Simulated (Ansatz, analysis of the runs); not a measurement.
# A defect in a wire: Ta wire along [111], 4 atoms a period, vacancy of one Ta, part 2 of 2

Wanted: the relaxed defect and the transmission past it, beside the channels of the perfect wire.

Ansatz 0.2.0; DFT PBE, plane waves, PAW; relaxation of a wire's period (the session's first sound run).

So far, conductance of the lead as this run defines it (G₀): step 3 (the perfect wire) 3.21.

## Step 5: The open system (continued)

Valence density in the ca plane at fractional y = 0.499, with atoms of Ta within 0.2 Å of it. It is the smooth field of the valence electrons, not physical close to the nuclei.

Ten even steps from '0' (0.0 e/Å³) to '9' (4.3 e/Å³), each cell a mean:
```
00000000000000000000000000000000000000000000
00000000000000000000000000000000000000000000
00000000000000000000000000000000000000000000
00000000000000000000000000000000000000000000
00000000000000000000000000000000000000000000
00000000000000000000000000000000000000000000
00000000000000000010000000110000000100000001
56410001465200002685200014774100025762000037
99930004999510015989400028998200049995100169
99830003898410014897200015885100027984100148
34210001243100001222100001221000012221000012
11000000011000000000000000000000000000000000
11100000111100000110000000110000000110000001
57410001575200002453100012553100013542000124
99930004999510015999310027997200038995100159
99720003898400014998300017997200038995100159
23200000232100001343100002442000013431000014
00000000000000000000000000000000000000000000
00000000000000000000000000000000000000000000
00000000000000000000000000000000000000000000
00000000000000000000000000000000000000000000
00000000000000000000000000000000000000000000
00000000000000000000000000000000000000000000
00000000000000000000000000000000000000000000
```
Columns run along c (16.0 Å, from fractional 0.44 to 1.00 of the cell), rows up along a (11.5 Å). Atoms in or near the plane, at fractional coordinates: Ta at (0.45, 0.38), Ta at (0.45, 0.62), Ta at (0.55, 0.38), Ta at (0.55, 0.62), Ta at (0.67, 0.37), Ta at (0.67, 0.63), Ta at (0.78, 0.37), Ta at (0.78, 0.63), Ta at (0.89, 0.37), Ta at (0.89, 0.63).

By hand: the program gives 1.1259 × 10^14 S/m² over the cell's cross-section of 109.33 Å² = 1.093 × 10^-18 m², so one cell conducts 1.231 × 10^-4 S. Divided by G0 = 2e²/h = 7.748 × 10^-5 S this is 1.59 G0, a resistance of 8.12 kΩ.

The conductance is 1.59 G₀, with 3 channels a spin open in the lead. The lead's Hamiltonian steps by 31.9 meV, which the program calls too much for a lead. The largest term of the program's error estimate is 27 %.

## Step 6: Landauer integrals

This step: Landauer integrals over the computed T(E), interpolated linearly between its energies (analysis of the runs above).

Conductance and thermopower are moments of T(E) over the thermal window; sliding the window along E stands for a gate that leaves T(E) rigid.

This step gave:

```yaml
conductance_at_300_k_interpolated_from_t_e: 1.602 G₀
thermopower_at_300_k: -20.34 μV/K
lorenz_number_over_l0: 1.003
```

T(E) held rigid; rough near sharp steps of T(E). The conductance at 300 K by shift of the leads' level:

| shift of the leads' level (eV) | conductance at 300 K (G₀) |
| --- | --- |
| -0.900 | 2.03 |
| -0.800 | 1.68 |
| -0.750 | 1.53 |
| -0.650 | 1.54 |
| -0.550 | 1.37 |
| -0.450 | 0.893 |
| -0.400 | 0.678 |
| -0.300 | 1.23 |
| -0.200 | 1.72 |
| -0.150 | 1.56 |
| -0.050 | 1.38 |
| 0.050 | 1.83 |
| 0.150 | 2.26 |
| 0.200 | 2.64 |
| 0.300 | 3.00 |
| 0.400 | 3.14 |
| 0.450 | 3.19 |
| 0.550 | 3.11 |
| 0.650 | 2.66 |
| 0.750 | 2.07 |
| 0.800 | 1.99 |
| 0.900 | 3.09 |

T(E) held rigid; rough near sharp steps of T(E). The thermopower at 300 K by shift of the leads' level:

| shift of the leads' level (eV) | thermopower at 300 K (μV/K) |
| --- | --- |
| -0.900 | 11.1 |
| -0.850 | 13.9 |
| -0.800 | 14.8 |
| -0.750 | 8.23 |
| -0.700 | -1.06 |
| -0.650 | 0.963 |
| -0.600 | 8.12 |
| -0.550 | 17.2 |
| -0.500 | 29.8 |
| -0.450 | 40.6 |
| -0.400 | 13.8 |
| -0.350 | -52.3 |
| -0.300 | -50.5 |
| -0.250 | -22.0 |
| -0.200 | 1.17 |
| -0.150 | 20.9 |
| -0.100 | 10.9 |
| -0.050 | -17.2 |
| 0.000 | -20.3 |
| 0.050 | -15.7 |
| 0.100 | -14.2 |
| 0.150 | -23.0 |
| 0.200 | -16.9 |
| 0.250 | -8.83 |
| 0.300 | -4.83 |
| 0.350 | -3.38 |
| 0.400 | -2.57 |
| 0.450 | -1.13 |
| 0.500 | 1.73 |
| 0.550 | 6.13 |
| 0.600 | 11.4 |
| 0.650 | 16.3 |
| 0.700 | 18.7 |
| 0.750 | 11.6 |
| 0.800 | -10.6 |
| 0.850 | -36.1 |
| 0.900 | -17.7 |

The two levels move by half the bias each and T(E) is held rigid. Table of current from the zero-bias T(E) by bias:

| bias (V) | current from the zero-bias T(E) (μA) |
| --- | --- |
| 0.000 | 0 |
| 0.100 | 12.4 |
| 0.200 | 24.9 |
| 0.300 | 38.5 |
| 0.400 | 54.5 |
| 0.500 | 71.8 |
| 0.600 | 88.8 |
| 0.700 | 104 |
| 0.800 | 119 |
| 0.900 | 134 |
| 1.000 | 151 |
| 1.100 | 168 |
| 1.200 | 185 |
| 1.300 | 202 |
| 1.400 | 218 |
| 1.500 | 232 |
| 1.600 | 246 |
| 1.700 | 261 |
| 1.800 | 279 |
| 1.900 | 300 |

By hand, Mott's formula: S = −(π²k²T/3e) d ln T/dE, and π²k²T/3e = 7.33 μV/K × eV at 300 K. The computed T is 1.19 at -0.070 eV and 2.25 at +0.070 eV, so d ln T/dE ≈ 4.58 per eV and S ≈ -33.6 μV/K, against -20.3 from the integrals. The two differ since ln T is not straight over the thermal window.

The thermopower is -20.3 μV/K. The Lorenz ratio is 1.00, where the Wiedemann-Franz law gives 1. Moving the level by up to 0.1 eV either way gives -20 to 11 μV/K.

## Step 7: The wire at its relaxed period

This step: DFT PBE, plane waves, PAW; channels and complex bands of a perfect wire; changed: output.transmission.kpoints = [[0, 0]], output.transmission.kmesh = [4, 4], scf.max_iter = 75 (Ansatz 0.2.0).

System of this step: Ta wire along [111], 4 atoms a period. The cell holds 4 atoms: 4 Ta. Its edges and angles: a = 11.495 Å, b = 9.511 Å, c = 3.159 Å, α = 90.0°, β = 90.0°, γ = 90.0°. Vacuum lies along a and b. The structure's axis is c.

The input of the run on the perfect lead is made doubtful on purpose.

Contents of input.yaml:

```yaml
crystal:
  lattice:
    - [11.495, 0.0, 0.0]
    - [0.0, 9.511, 0.0]
    - [0.0, 0.0, 3.1594162099]
  atoms:
    - { symbol: Ta, position: [0.369471078, 0.499987838, 0.0] }
    - { symbol: Ta, position: [0.500008222, 0.342111337, 0.499977755] }
    - { symbol: Ta, position: [0.500008222, 0.657864339, 0.500022245] }
    - { symbol: Ta, position: [0.630545366, 0.499987838, 0.0] }
kpoints:
  mp_grid: { grid: [1, 1, 26] }
scf:
  occupations: { method: fermi_dirac, width: 0.05 }
  max_iter: 75
hamiltonian:
  xc: pbe
output:
  transmission:
    e_range: [-1.26, 1.26]
    de: 0.035
    kmesh: [4, 4]
    reduced_basis: true
    leads: [[0, 0]]
    kpoints: [[0, 0]]
basis:
  ecutwfc: "350 eV"
```

Launch:

```bash
$ ansatz run input.yaml --threads 4 --pin off --max-ram 16384MiB --backend cpu --events-out ev --progress --plain --runs-dir out
```

Elapsed: 0.05 s, on 4 threads of Arm Neoverse V1, shared host; peak memory 0.071 GiB.

The input was rejected at the start.

The program's message: “Error: inconsistent input (output.transmission.kmesh, output.transmission.kpoints): both name the wavevectors across the current: give one”

The change that led to it: output.transmission.kpoints = [[0, 0]] and output.transmission.kmesh = [4, 4].

## Step 8: What came out

```json
{"conductance of the perfect wire": "3.21 G₀", "conductance, vacancy of one Ta": "1.59 G₀", "thermopower, vacancy of one Ta": "-20.3 μV/K"}
```

What this shows: Summed over the computed window, 48 % of the lead's open channels pass the defect; the conductance at 300 K is 1.59 G₀. With vacancy of one Ta, 49 % of the conductance of that run's own lead (3.21 G₀) is left. Transport is coherent and elastic here: the atoms are frozen, so scattering by vibrations plays no part. Spin-orbit coupling is left out, which matters for the bands of heavy atoms. In 1 run the program finds the step of the lead's Hamiltonian too large, so longer leads may change the transmission. One term of the program's error estimate for a conductance, of a junction or of the perfect wire, reaches 27 % in this session. A junction with open d shells ran without spin, after the few moments seeded in its relaxation died away; moments on all d atoms were not tried. A cutoff under the files' recommended one was taken to save time; its effect on T(E) was not tested here. A cell with an odd number of electrons ran without spin; a level of the scatterer near the Fermi level could split if spin were allowed.

[Logs are printed without paths, hosts, clocks, repeated set-up lines and the standing remarks that a program may print on its own settings, such as how far it seeks lower states.]

[Hosts, paths, dates, database ids (printed as entryN), source tags and the programs' standing remarks are cut or masked in the printed files.]
